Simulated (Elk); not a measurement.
# Collinear magnetic orders of AlNi3 with Elk

Aim: find out whether AlNi3 carries moments, and which collinear order costs least.

Method: PBE; all-electron APW+lo, Dirac cores, scalar-relativistic bands, in Elk 11.2.3 (patched build).

Most raw output is cut from this account.

## 1. The structure

It takes space group Pm-3m (No. 221, cubic). The conventional cell has a = 3.523 Å, b = 3.523 Å, c = 3.523 Å, α = 90.00°, β = 90.00°, γ = 90.00°. Al has 12 Ni at 2.49 Å nearest. Nearest to Ni lie 4 Al at 2.49 Å and 8 Ni at 2.49 Å. Farther neighbours are not listed.

The cell comes from a database of computed structures and need not be the stable phase.

## 2. Order 1, typed as ferro +++

The parallel start comes first: it fits the smallest cell, keeps the most symmetry and shows whether parallel moments form.

Moments are seeded by fields in the spheres (the last three columns under atoms), set against the wanted direction and reduced each loop.

Input file elk.in:

```
tasks
  0
  33
  73

xctype
  20

rgkmax
  7.0

nempty
  8

swidth
  0.001837

reducebf
  0.5

epsengy
  1e-05

maxscl
  100

lmaxi
  3

spinpol
  .true.

sppath
  './'

avec
  6.65760855553 0.00000000000 0.00000000000
  0.00000000000 6.65760855553 0.00000000000
  0.00000000000 0.00000000000 6.65760855553

atoms
  2
  'Al.in'
  1
  0.0000000000 0.0000000000 0.0000000000   0.000000 0.000000 0.000000
  'Ni.in'
  3
  0.0000000000 0.5000000000 0.5000000000   0.000000 0.000000 -0.050000
  0.5000000000 0.0000000000 0.5000000000   0.000000 0.000000 -0.050000
  0.5000000000 0.5000000000 0.0000000000   0.000000 0.000000 -0.050000

ngridk
  10 10 10

plot3d
  0 0 0
  1 0 0
  0 1 0
  0 0 1
  18 18 18
```

Started as:

```sh
$ OMP_NUM_THREADS=8 elk
```

It took 85 s on 8 threads of Arm Neoverse V1, shared host; peak memory 0.78 GiB.

Spin moment in the muffin-tin sphere by atom:

```tsv
atom	spin moment in the muffin-tin sphere (μB)
Al1	-0.017
Ni2	0.251
Ni3	0.251
Ni4	0.251
```

Read from the output:

| Quantity | Value |
| --- | --- |
| density of states at the Fermi level | 3.353 states/eV/cell |
| moment between the spheres | -0.04242 μB |
| magnetization | 0.6939 μB |
| final state | ferromagnetic |

After 18 cycles the largest moment stands at 0.251 μB.

## 3. Run 2 (antiferro q=(0,0,1/2) +-+-+-)

Another pattern of signs weighs the neighbour shells otherwise.

This order needs a doubled cell of 8 atoms. Its mesh is chosen so that both cells sample the same points.

Input file elk.in:

```
tasks
  0

xctype
  20

rgkmax
  7.0

nempty
  8

swidth
  0.001837

reducebf
  0.5

epsengy
  1e-05

maxscl
  100

lmaxi
  3

spinpol
  .true.

sppath
  './'

avec
  6.65760855553 0.00000000000 0.00000000000
  0.00000000000 6.65760855553 0.00000000000
  0.00000000000 0.00000000000 13.31521711106

atoms
  2
  'Al.in'
  2
  0.0000000000 0.0000000000 0.0000000000   0.000000 0.000000 0.000000
  0.0000000000 0.0000000000 0.5000000000   0.000000 0.000000 0.000000
  'Ni.in'
  6
  0.0000000000 0.5000000000 0.2500000000   0.000000 0.000000 -0.050000
  0.0000000000 0.5000000000 0.7500000000   0.000000 0.000000 0.050000
  0.5000000000 0.0000000000 0.2500000000   0.000000 0.000000 -0.050000
  0.5000000000 0.0000000000 0.7500000000   0.000000 0.000000 0.050000
  0.5000000000 0.5000000000 0.0000000000   0.000000 0.000000 -0.050000
  0.5000000000 0.5000000000 0.5000000000   0.000000 0.000000 0.050000

ngridk
  10 10 5
```

Started as:

```sh
$ OMP_NUM_THREADS=8 elk
```

Wall time 39 min (8 threads); peak memory 1.3 GiB.

The moments died away, and this build then starts once more from a stronger push, within the same count of loops. That gave no lower state.

The spin moment in the muffin-tin sphere vanishes on all atoms.

Numbers from this step:

- final state: non-magnetic

It lies 2.99 meV a seeded atom over the first start.

## 4. Start 3: no spin polarisation

A run without seeds gives the energy of the state without moments.

Input file elk.in:

```
tasks
  0

xctype
  20

rgkmax
  7.0

nempty
  8

swidth
  0.001837

epsengy
  1e-05

maxscl
  100

lmaxi
  3

sppath
  './'

avec
  6.65760855553 0.00000000000 0.00000000000
  0.00000000000 6.65760855553 0.00000000000
  0.00000000000 0.00000000000 6.65760855553

atoms
  2
  'Al.in'
  1
  0.0000000000 0.0000000000 0.0000000000   0.000000 0.000000 0.000000
  'Ni.in'
  3
  0.0000000000 0.5000000000 0.5000000000   0.000000 0.000000 0.000000
  0.5000000000 0.0000000000 0.5000000000   0.000000 0.000000 0.000000
  0.5000000000 0.5000000000 0.0000000000   0.000000 0.000000 0.000000

ngridk
  10 10 10
```

Started as:

```sh
$ OMP_NUM_THREADS=8 elk
```

It took 11 s on 8 threads; peak memory 0.19 GiB; 78 s of CPU time.

Read from the output:

```
density of states at the Fermi level : 5.238 states/eV/cell
final state                          : non-magnetic (no spin polarisation)
```

It lies 2.97 meV a seeded atom over the first start.

## 5. The states side by side

These are free energies at a smearing of 0.05 eV, so its entropy term is in the differences. They are divided by the number of seeded atoms, so that cells of unlike size compare. Wavevectors q in the names are fractions of the reciprocal vectors of the first run's cell.

Orders:

```tsv
start	final state	typed order kept	energy over the lowest (meV a seeded atom)	largest sphere moment (μB)	net moment (μB a primitive cell)	DOS at the Fermi level (states/eV a primitive cell)	mesh matched	CPU time (s)
ferro +++	ferromagnetic	yes	0	0.2511	0.6939	3.353	yes	640.9
antiferro q=(0,0,1/2) +-+-+-	non-magnetic	no	2.988	0	0	5.238	yes	17723
no spin polarisation	non-magnetic	-	2.969	0	0	5.238	yes	78.36
```

## 6. The lowest state with spin–orbit coupling

Orbital moments arise only with spin–orbit coupling, and measured moments hold them.

The run goes on from the saved lowest state, with the moments along the z axis of the cell.

Input file elk.in:

```
tasks
  1
  15

xctype
  20

rgkmax
  7.0

nempty
  8

swidth
  0.001837

reducebf
  0.5

epsengy
  1e-05

maxscl
  100

lmaxi
  3

spinpol
  .true.

spinorb
  .true.

cmagz
  .true.

sppath
  './'

avec
  6.65760855553 0.00000000000 0.00000000000
  0.00000000000 6.65760855553 0.00000000000
  0.00000000000 0.00000000000 6.65760855553

atoms
  2
  'Al.in'
  1
  0.0000000000 0.0000000000 0.0000000000   0.000000 0.000000 0.000000
  'Ni.in'
  3
  0.0000000000 0.5000000000 0.5000000000   0.000000 0.000000 -0.000050
  0.5000000000 0.0000000000 0.5000000000   0.000000 0.000000 -0.000050
  0.5000000000 0.5000000000 0.0000000000   0.000000 0.000000 -0.000050

ngridk
  10 10 10
```

Started as:

```sh
$ OMP_NUM_THREADS=8 elk
```

Wall time 5.4 min (8 threads); peak memory 0.83 GiB.

Spin moment in the muffin-tin sphere by atom:

```tsv
atom	spin moment in the muffin-tin sphere (μB)
Al1	-0.017
Ni2	0.247
Ni3	0.247
Ni4	0.247
```

Numbers from this step:

| Property | Result |
| --- | --- |
| density of states at the Fermi level | 3.437 states/eV/cell |
| moment between the spheres | -0.04135 μB |
| magnetization | 0.6817 μB |
| final state | ferromagnetic |

Orbital moment <L> in the sphere by atom:

```tsv
atom	x (μB)	y (μB)	z (μB)	size
Al1	0.0000	0.0000	-0.0001	0.0001
Ni2	0.0000	0.0000	0.0150	0.0150
Ni3	0.0000	0.0000	0.0150	0.0150
Ni4	0.0000	0.0000	0.0153	0.0153
```

## 7. Results

| Property | Result |
| --- | --- |
| lowest state found | ferromagnetic (typed ferro +++) |
| largest site moment | 0.251 μB |
| next state | non-magnetic, 2.97 meV a seeded atom higher |
| energy gained by spin polarisation | 2.97 meV a seeded atom |
| with spin–orbit coupling: largest spin moment and its orbital moment | 0.247 and 0.0153 μB |

**Reading.** The lowest state found is ferromagnetic, reached from the start ferro +++, with moments up to 0.251 μB. The two lowest states lie so close that the mesh, the functional or spin–orbit coupling could swap them. Spin polarisation gains little. 1 start left the typed pattern (a sign turned or a seeded moment died), so such an energy belongs to the state reached, not the one typed. The orbital moment is almost quenched. This is the lowest of 3 finished starts, no proof of the ground state.

[Logs and program files are shortened in this print: banners, set-up blocks, solver, clock and traceback lines can be left out without a mark of their own.]

[Logs are printed without paths, hosts, clocks, repeated set-up lines and the standing remarks that a program may print on its own settings, such as how far it seeks lower states.]

[Hosts, paths, dates, database ids (printed as entryN), source tags and the programs' standing remarks are cut or masked in the printed files.]

[Where a cell is said to come from a database of computed structures, the database is the Materials Project.]
